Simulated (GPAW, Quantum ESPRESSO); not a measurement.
# N K-edge XANES of Ta2N (P-3m1), part 3 of 5

Do two independent programs agree on the N K edge of Ta2N (P-3m1)? The same cell and functional are run with XSpectra and with GPAW.

Quantum ESPRESSO 7.5 and GPAW 26.7.0; core-hole supercells, plane-wave PAW PBE.

So far. Step 2 (Ground state of the crystal (Quantum ESPRESSO)): The mesh shows no gap, so the system is treated as a metal and the core electron is put at the Fermi level (neutral cell). Step 3 (Spectrum without a core hole, N atom 3 (Quantum …): Main maxima below 24 eV (height): 1.7 eV (1.61), 3.1 eV (1.44), 5.8 eV (1.65), 10.3 eV (1.31), 13.1 eV (1.00) and 15.9 eV (0.70).

## (8) Spectrum with XCH, N atom 3 (Quantum ESPRESSO)

Level of this step: X-ray absorption near-edge structure, plane-wave PAW PBE, one-electron final states by a Lanczos continued fraction (Quantum ESPRESSO).

The Lanczos recursion gives the spectrum without computing empty bands; each polarisation needs a run of its own on the full k mesh. xe0 is set between filled and empty states, and states below it are cut, here at the Fermi level, which holds the excited electron. The file of filecore holds the core orbital, taken from the hole-free data set.

xspectra.in reads:

```
&input_xspectra
   calculation='xanes_dipole', edge='K'
   prefix='x', outdir='tmp', xiabs=2, xe0=19.6057
   xonly_plot=.false., x_save_file='xanes.sav'
   xniter=3000, xcheck_conv=20, xerror=0.005
   xcoordcrys=.false., xepsilon(1)=1, xepsilon(2)=0, xepsilon(3)=0
/
&plot
   xnepoint=413, xemin=-10, xemax=45, terminator=.true., cut_occ_states=.true.
   xgamma=0.4
/
&pseudos
   filecore='../N.wfc'
/
&cut_occ
   cut_desmooth=0.1, cut_stepl=0.05, cut_stepu=0.05, cut_ierror=1e-5
/
6 6 6 0 0 0
```

xspectra_1.in, as its differences from xspectra.in of step 8:

```diff
@@ -5,3 +5,3 @@
    xniter=3000, xcheck_conv=20, xerror=0.005
-   xcoordcrys=.false., xepsilon(1)=1, xepsilon(2)=0, xepsilon(3)=0
+   xcoordcrys=.false., xepsilon(1)=0, xepsilon(2)=1, xepsilon(3)=0
 /
```

xspectra_2.in, as its differences from xspectra_1.in of step 8:

```diff
@@ -5,3 +5,3 @@
    xniter=3000, xcheck_conv=20, xerror=0.005
-   xcoordcrys=.false., xepsilon(1)=0, xepsilon(2)=1, xepsilon(3)=0
+   xcoordcrys=.false., xepsilon(1)=0, xepsilon(2)=0, xepsilon(3)=1
 /
```

Started as:

```sh
OMP_NUM_THREADS=1 mpirun --oversubscribe --bind-to none -np 4 xspectra.x -nk 4 -in xspectra.in > xspectra.out
```

Numbers of over 12 decimals in the logs are rounded to 6 here.

What it wrote:

```text
     [... banner and references ...]
Reading input_file

     calculation: xanes_dipole

     xepsilon  [cartesian coordinates]:   1.000000   0.000000   0.000000

     xonly_plot: FALSE
        => complete calculation: Lanczos + spectrum plot

     filecore (core-wavefunction file): ../N.wfc

     main plot parameters:
        cut_occ_states: TRUE
        gamma_mode:  constant
        -> using xgamma [eV]:  0.40
        xemin [eV]: -10.00
        xemax [eV]:  45.00
        xnepoint:  413
        xe0 [eV]:  19.605700 (energy zero read in input file)

     WARNING: variable ef_r is obsolete

                      Reading SCF save directory: x.save

     tmp/x.save/

     Exchange-correlation= PBE
                           (   1   4   3   4   0   0   0)

     G-vector sticks info

                           Getting the Fermi energy

     From SCF save directory:
        ehomo [eV]:   19.9663 (highest occupied level)
        elumo [eV]:   19.9718 (lowest occupied level)
        ef    [eV]:   19.9663

     -> ef (in eV) will be written in x_save_file

                           Energy zero of the spectrum

     -> ef will NOT be used as energy zero of the spectrum
       (because xe0 read in input file)

     G-vector sticks info

     bravais-lattice index     =            0
     lattice parameter (alat)  =      10.9221  a.u.
     unit-cell volume          =    1103.1171 (a.u.)^3
     number of atoms/cell      =           12
     number of atomic types    =            3
     number of electrons       =       125.00
     number of Kohn-Sham states=           78
     kinetic-energy cutoff     =      46.0000  Ry
     charge density cutoff     =     360.0000  Ry
     Exchange-correlation= PBE
                           (   1   4   3   4   0   0   0)

     celldm(1)=  10.922103  celldm(2)=   0.000000  celldm(3)=   0.000000
     celldm(4)=   0.000000  celldm(5)=   0.000000  celldm(6)=   0.000000

     crystal axes: (cart. coord. in units of alat)
               a(1) = (  -0.538583   0.000000  -0.842573 )
               a(2) = (   0.538583   0.000000  -0.842573 )
               a(3) = (   0.538583  -0.932853   0.000000 )

     reciprocal axes: (cart. coord. in units 2 pi/alat)
               b(1) = ( -0.928363 -0.535990 -0.593421 )
               b(2) = (  0.928363  0.535990 -0.593421 )
               b(3) = (  0.000000 -1.071981 -0.000000 )

     PseudoPot. #1 for Ta:     Pseudo is Projector augmented-wave + core cor, Zval = 13.0

     ../pp/N.pbe-n-kjpaw-1sch.UPF
     Pseudo is Projector augmented-wave + core cor, Zval =  6.0
     Shape of augmentation charge: PSQ
     Using radial grid of 1085 points,  4 beta functions with:
                l(1) =   0
                l(2) =   0
                l(3) =   1
                l(4) =   1
     Q(r) pseudized with 0 coefficients

     ../pp/N.pbe-n-kjpaw.UPF
     Pseudo is Projector augmented-wave + core cor, Zval =  5.0
     Shape of augmentation charge: PSQ
     Using radial grid of 1085 points,  4 beta functions with:
                l(1) =   0
                l(2) =   0
                l(3) =   1
                l(4) =   1
     Q(r) pseudized with 0 coefficients

     atomic species   valence    mass     pseudopotential
     Ta               13.00     1.00000     Ta( 1.00)
     N0                6.00     1.00000     N ( 1.00)
     N                 5.00     1.00000     N ( 1.00)

      4 Sym. Ops., with inversion, found

   Cartesian axes

     site n.     atom                  positions (alat units)
         1        Ta     tau(   1) = (   0.0000000  -0.6219017  -0.6279601  )
         2        Ta     tau(   2) = (  -0.2692913  -0.1554754  -0.6279601  )
         3        Ta     tau(   3) = (   0.5385827  -0.6219017  -0.6279601  )
         4        Ta     tau(   4) = (   0.2692913  -0.1554754  -0.6279601  )
         5        Ta     tau(   5) = (   0.8078740  -0.7773771  -1.0571852  )
         6        Ta     tau(   6) = (   0.5385827  -0.3109509  -1.0571852  )
         7        Ta     tau(   7) = (   0.2692913  -0.7773771  -1.0571852  )
[...]
11        N      tau(  11) = (   0.0000000   0.0000000  -0.8425727  )
        12        N      tau(  12) = (   0.2692913  -0.4664263  -0.8425727  )

     number of k points=   216  Marzari-Vanderbilt smearing, width (Ry)=  0.0150

     Number of k-points >= 100: set verbosity='high' to print them.

     Dense  grid:   127245 G-vectors     FFT dimensions: (  72,  72,  72)

     Smooth grid:    46497 G-vectors     FFT dimensions: (  48,  48,  54)

     The potential is recalculated from file :
     tmp/x.save/charge-density

     Starting wfcs are   96 atomic wfcs
     Checking if some PAW data can be deallocated...

               Reading core wavefunction file for the absorbing atom

     ../N.wfc successfully read

                              Attributing the PAW radii
                     for the absorbing atom [units: Bohr radius]

        PAW proj 1: r_paw(l= 0)= 1.95  (1.5*r_cut)
        PAW proj 2: r_paw(l= 0)= 1.95  (1.5*r_cut)
        PAW proj 3: r_paw(l= 1)= 2.03  (1.5*r_cut)
        PAW proj 4: r_paw(l= 1)= 2.03  (1.5*r_cut)

        NB: The calculation will not necessary use all these r_paw values.
            - For a edge in the electric-dipole approximation,
              only the r_paw(l=1) values are used.
            - For a K edge in the electric-quadrupole approximation,
              only the r_paw(l=2) values are used.

            - For a L2 or L3 edge in the electric-quadrupole approximation,

              all projectors (s, p and d) are used.

     init_gipaw_1: projectors nearly linearly dependent:
     ntyp =  1, l/n1/n2 =  1 2 1  0.99601458
     init_gipaw_1: projectors nearly linearly dependent:
     ntyp =  1, l/n1/n2 =  2 2 1  0.99577867

                          Starting XANES calculation
                     in the electric dipole approximation

     Method of calculation based on the Lanczos recursion algorithm
        - STEP 1: Construction of a kpoint-dependent Lanczos basis,
          in which the Hamiltonian is tridiagonal (each 'iter'
          corresponds to the calculation of one more Lanczos vector)
        - STEP 2: Calculation of the cross-section as a continued fraction
          averaged over the k-points.

     ... Begin STEP 1 ...

        Radial transition matrix element(s) used in the calculation of the
        initial vector of the Lanczos basis (|tilde{phi}_abs> normalized)
        | For PAW proj. (l=1) #1: radial matrix element =   0.182641945
        | For PAW proj. (l=1) #2: radial matrix element =   0.220604814

NB: the    54 k-point are not all listed below because npool=  4
        |-------------------------------------------------------------
        ! k-point #     1:  ( 0.0000,  0.0000, -0.0000),  0.0093,   1
        |-------------------------------------------------------------
 okvan= T
        |   Norm of the initial Lanczos vector: 0.14610857E+00
        |   Estimated error at iter     20:   1.00751966
        |   Estimated error at iter     40:   0.54151655
        |   Estimated error at iter     60:   0.33729391
        |   Estimated error at iter     80:   0.13354288
        |   Estimated error at iter    100:   0.11518899
[...]
!   => CONVERGED at iter    220 with error=  0.00322831
        |-------------------------------------------------------------
        ! k-point #     2:  ( 0.0000, -0.1787, -0.0000),  0.0093,   1
        |-------------------------------------------------------------
 okvan= T
        |   Norm of the initial Lanczos vector: 0.14611509E+00
[...]
!   => CONVERGED at iter    340 with error=  0.00483539
        |-------------------------------------------------------------
     [... 51 further k-points ...]
        ! k-point #    54:  ( 0.1547, -0.8040, -0.2967),  0.0093,   1
        |-------------------------------------------------------------
 okvan= T
        |   Norm of the initial Lanczos vector: 0.14610694E+00
[...]
|   Estimated error at iter    420:   0.00882291
        |   Estimated error at iter    440:   0.00532221
        |   Estimated error at iter    460:   0.00683254
        !   => CONVERGED at iter    480 with error=  0.00243256

     Results of STEP 1 successfully written in x_save_file
     x_save_file name:
     ->  xanes.sav
     x_save_file version:  2

     ... End STEP 1 ...

     ... Begin STEP 2 ...

     The spectrum is calculated using the following parameters:
        xe0 [eV]:   19.6057
        the occupied states are elimintate from the spectrum
        xemin [eV]: -10.00
        xemax [eV]:  45.00
        xnepoint:  413
        constant broadening parameter [eV]:    0.400
        Core level energy [eV]:  -409.9
         (from electron binding energy of neutral atoms in X-ray data booklet)

     Cross-section successfully written in xanes.dat

     ... End STEP 2 ...

                                END JOB XSpectra
```

Run time: 11 min. Hardware: 4 MPI ranks of Arm Neoverse V1, shared host; peak memory 0.21 GiB; 46 min of CPU time.

The N K spectrum, N atom 3, excited-electron core hole (neutral cell) (energy from the energy zero of the input (xe0, at the border of filled and empty states); intensity scaled to a mean of 1 over the first 20 eV; the points at xe0, where the cut of filled states can leave a spike, are interpolated; polarised curves are means over the symmetry-equivalent atoms):

```
E (eV)  isotropic  ε ⊥ c  ε ∥ c
 -2.00       0.10   0.10   0.10
 -1.25       0.17   0.18   0.16
 -0.50       0.38   0.41   0.34
  0.25       1.24   1.34   1.05
  1.00       2.02   2.10   1.84
  1.75       2.00   1.93   2.15
  2.50       1.69   1.50   2.06
  3.25       1.55   1.44   1.76
  4.00       1.31   1.30   1.35
  4.75       1.56   1.73   1.23
  5.50       1.47   1.72   0.97
  6.25       1.07   1.21   0.80
  7.00       1.00   0.99   1.00
  7.75       0.93   0.77   1.25
  8.50       1.03   0.85   1.41
  9.25       1.20   1.19   1.22
 10.00       1.07   1.10   1.01
 10.75       0.76   0.76   0.75
 11.50       0.59   0.65   0.47
 12.25       0.70   0.84   0.43
 13.00       0.90   1.07   0.56
 13.75       0.71   0.74   0.65
 14.50       0.61   0.54   0.75
 15.25       0.57   0.51   0.69
 16.00       0.59   0.54   0.69
 16.75       0.57   0.51   0.69
 17.50       0.48   0.45   0.55
 18.25       0.41   0.41   0.42
 19.00       0.38   0.34   0.44
 19.75       0.50   0.46   0.57
 20.50       0.53   0.45   0.69
 21.25       0.58   0.47   0.79
 22.00       0.57   0.49   0.75
 22.75       0.62   0.57   0.73
 23.50       0.71   0.66   0.80
 24.25       0.63   0.61   0.67
 25.00       0.58   0.60   0.53
 25.75       0.65   0.72   0.51
 26.50       0.70   0.82   0.44
 27.25       0.64   0.77   0.40
 28.00       0.68   0.84   0.36
 28.75       0.73   0.90   0.39
 29.50       0.82   0.96   0.52
 30.25       0.66   0.68   0.61
 31.00       0.57   0.54   0.64
 31.75       0.57   0.51   0.69
```

Main maxima below 24 eV (height): 1.5 eV (2.21), 4.8 eV (1.56), 7.1 eV (1.00), 9.1 eV (1.21), 13.0 eV (0.91) and 23.4 eV (0.71). 

The total-energy difference is 405.98 eV. One term is added: -7.82 eV, since the hole is spin-paired here and a spin-polarised one costs that much less in the free atom (computed apart). The photon energy is then 398.16 eV. The functional leaves an error of a few eV in such absolute values.

## (9) Another broadening

The final state's lifetime shortens with energy, so measured features broaden above the edge; the saved Lanczos coefficients are redrawn with a width that grows.

xspectra_plot.in reads:

```
&input_xspectra
   calculation='xanes_dipole', edge='K'
   prefix='x', outdir='tmp', xiabs=2, xe0=19.6057
   xonly_plot=.true., x_save_file='xanes.sav'
   xniter=3000, xcheck_conv=20, xerror=0.005
   xcoordcrys=.false., xepsilon(1)=1, xepsilon(2)=0, xepsilon(3)=0
/
&plot
   xnepoint=413, xemin=-10, xemax=45, terminator=.true., cut_occ_states=.true.
   gamma_mode='variable', gamma_energy(1)=4, gamma_energy(2)=25, gamma_value(1)=0.3, gamma_value(2)=2.5
/
&pseudos
   filecore='../N.wfc'
/
&cut_occ
   cut_desmooth=0.1, cut_stepl=0.05, cut_stepu=0.05, cut_ierror=1e-5
/
6 6 6 0 0 0
```

Started as:

```sh
OMP_NUM_THREADS=1 xspectra.x -in xspectra_plot.in > xspectra_plot.out
```

What it wrote:

```text
     [... banner and references ...]
Reading input_file
     -------------------------------------------------------------------------

     calculation: xanes_dipole

     xonly_plot: TRUE
        => only the spectrum plot

     main plot parameters:
        cut_occ_states: TRUE
        gamma_mode:  variable
        -> first, constant up to point ( 4.00, 0.30) [eV]
        -> then, linear up to point (25.00, 2.50) [eV]
        -> finally, constant up to xemax
        xemin [eV]: -10.00
        xemax [eV]:  45.00
        xnepoint:  413
[...]
xemin [eV]: -10.00
        xemax [eV]:  45.00
        xnepoint:  413
        energy-dependent broadening parameter:
         -> first, constant up to point ( 4.00, 0.30) [eV]
         -> then, linear up to point (25.00, 2.50) [eV]
         -> finally, constant up to xemax
        Core level energy [eV]:  -409.9
         (from electron binding energy of neutral atoms in X-ray data booklet)

     Cross-section successfully written in xanes.dat

     -------------------------------------------------------------------------
                                END JOB XSpectra
     -------------------------------------------------------------------------
[key lines of the parts left out:]
Fermi level [eV]:  19.9663
```

Run time: 9.5 s. Hardware: 1 MPI rank; peak memory 0.05 GiB.

With a Lorentzian half width 0.3 eV up to 4 eV, rising linearly to 2.5 eV at 25 eV, the maxima are 1.5 eV (2.36), 2.8 eV (1.71), 4.7 eV (1.54) and 9.1 eV (1.05).

## (10) The field without a hole (GPAW)

The second program starts from its own ground state, on the same cell and functional.

scf.py reads:

```python
import numpy as np
from ase import Atoms
from ase.parallel import parprint, paropen
from gpaw import GPAW, PW, FermiDirac, Mixer, MixerDif, setup_paths
from gpaw.test import gen
setup_paths.insert(0, '.')
gen('N', name='nch1s', xcname='PBE', corehole=(1, 0, 0), write_xml=True)
from gpaw.mpi import world
world.barrier()

atoms = Atoms('Ta2N',
    cell=[[3.11286151, 0, 0],
     [-1.55643075, 2.69581714, 0],
     [0, 0, 4.869841]],
    scaled_positions=[[0.33333333, 0.66666667, 0.254711],
     [0.66666667, 0.33333333, 0.745289],
     [0, 0, 0]],
    pbc=True)
atoms.calc = calc = GPAW(legacy_gpaw=True, mode=PW(500), xc='PBE', setups={2: 'nch1s'},
    kpts={'size': (9, 9, 5), 'gamma': True}, occupations=FermiDirac(0.05),
    charge=0, mixer=Mixer(0.1, 5, 50), maxiter=150,
    convergence={'density': 0.0001}, txt='scf.txt')
energy = atoms.get_potential_energy() + calc.get_reference_energy()
ef = calc.get_fermi_level()
out = dict(energy=energy, fermi=ef, forces=atoms.get_forces().tolist())
parprint(f'all-electron energy {energy:.4f} eV, Fermi level {ef:.4f} eV')
ev = np.array([[calc.get_eigenvalues(k, s) for k in range(len(calc.get_ibz_k_points()))] for s in range(calc.get_number_of_spins())])
out['homo'], out['lumo'], out['counts'] = ev[ev < ef].max(), ev[ev > ef].min(), sorted(set((ev < ef).sum((0, 2)).tolist()))
out['filled'] = (ev[:, 0] < ef).sum(1).tolist()
import json
with paropen('out.json', 'w') as f:
    json.dump(out, f)
```

Started as:

```sh
OMP_NUM_THREADS=1 mpirun -n 4 gpaw python scf.py
```

What it wrote:

```text
Input parameters:
  convergence: {density: 0.0001}
  kpts: {gamma: True,
         size: (9, 9, 5)}
  maxiter: 150
  mixer: {backend: pulay,
          beta: 0.1,
          method: separate,
          nmaxold: 5,
          weight: 50}
  mode: {ecut: 500.0,
         name: pw}
  occupations: {fixmagmom: False,
                name: fermi-dirac,
                width: 0.05}
  setups: {2: nch1s}
  xc: PBE

Initialize ...

[...]
2s(2) :    -0.682897     1.073459
*s    :     0.317103
2p(3) :    -0.260504     0.953429
*p    :     0.739496
*d    :     0.000000
--------------------------------

Diagonalizing with gridspacing h=0.050

state   all-electron     PAW
-------------------------------
2s:      -0.682897    -0.683965
2p:      -0.260504    -0.262602
*d:                    0.047814
*f:                    0.075943
-------------------------------
all-electron energy -849856.5956 eV, Fermi level 13.4091 eV
[key lines of the parts left out:]
Converged after 16 iterations.
Dipole moment: (0.000000, -0.000000, -0.000000) |e|*Ang
Free energy:    -29.997972
Fermi level: 13.40914
```

Wall time 40 s (4 MPI ranks); peak memory 0.22 GiB; 2.7 min of CPU time.

The mesh shows no gap, so the system is treated as a metal and the core electron is put at the Fermi level (neutral cell).

(Continued in part 4 of 5.)

[Banner, clock and machine lines of the logs are left out without a mark of their own.]

[Logs are printed without paths, hosts, clocks, repeated set-up lines and the standing remarks that a program may print on its own settings, such as how far it seeks lower states.]

[Hosts, paths, dates, database ids (printed as entryN), source tags and the programs' standing remarks are cut or masked in the printed files.]

[Lists of maxima count a maximum above −3 eV only where it reaches 4 % of the highest in the window and stands out from its surroundings by 2 % of it (1.5 % where it reaches 55 %); shoulders and weaker maxima are passed over, and of the rest the first, up to two pre-edge ones and the few strongest are named.]
